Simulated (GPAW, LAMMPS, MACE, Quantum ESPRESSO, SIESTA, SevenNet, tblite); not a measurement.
# Predicting plane-wave site energies from MACE MP-0b2 small: a vacancy of Cd in amorphous Cd8Zn24Te9S23 (64 atoms)

Density of this cell: 4.60 g/cm³. The cell holds 64 atoms: 8 Cd, 24 Zn, 9 Te and 23 S. Cell: a = 11.623 Å, b = 11.623 Å, c = 11.623 Å, α = 90.0°, β = 90.0°, γ = 90.0°. 64 atoms (8 Cd, 24 Zn, 9 Te, 23 S) placed at random at 4.61 g/cm³, melted at 2500 K for 10 ps at fixed volume with the Stillinger-Weber II-VI potential (Zhou et al., Phys. Rev. B 88, 085309 (2013)). Quenched from 2500 K to 300 K at 100 K/ps and fixed volume, held 5 ps. Then the atoms were relaxed with SevenNet 0 in the fixed cell.

Calculated with Quantum ESPRESSO 7.5: PBE; plane waves, SSSP efficiency, 60/480 Ry; k-points Γ. The cheaper level is MACE MP-0b2 small, trained on PBE(+U) plane-wave data, no dispersion term. Each row is one cell with a vacancy of Cd, relaxed with SevenNet 0; both levels solve the same cells, and energies are counted from site Cd4 at each level.

| energy from MACE MP-0b2 small (eV) | energy from plane waves (eV) | site |
| --- | --- | --- |
| 0.000 | 0 | Cd4 |
| 0.285 | ? | ? |
| 0.999 | 1.780 | Cd6 |
| 1.018 | 1.534 | Cd2 |

**Question.** Fit a straight line to the rows given and interpolate to the withheld row.

Worked fit:

Take u as the energy from MACE MP-0b2 small and v as that from plane waves.

| u (eV) | v (eV) |
| --- | --- |
| 0 | 0 |
| 0.999041 | 1.78006 |
| 1.01757 | 1.53384 |

With n = 3: mean u = 0.672205, mean v = 1.10463, Σ(u − ū)² = 0.67796, Σ(u − ū)(v − v̄) = 1.1115. Slope b = 1.1115 / 0.67796 = 1.6395; intercept a = v̄ − b ū = 0.0025423.

At the withheld site u = 0.2854, and v = a + b u.

Prediction at 0.285: 0.4704 eV. The run gave 1.097 eV, so the fit is low by 0.63 eV (57 % of the value).

The slope of 1.6 says that MACE MP-0b2 small compresses the spread of the sites. Taken as it stands, without the line, its value misses the withheld site by 0.81 eV. Among the rows given, the largest miss of the fit is at 0.999, by 0.14 eV (7.8 % of the range of the table).

Limits: Few sites, one cell. The geometries are those of SevenNet 0, not of DFT.

[Hosts, paths, dates, database ids (printed as entryN), source tags and the programs' standing remarks are cut or masked in the printed files.]
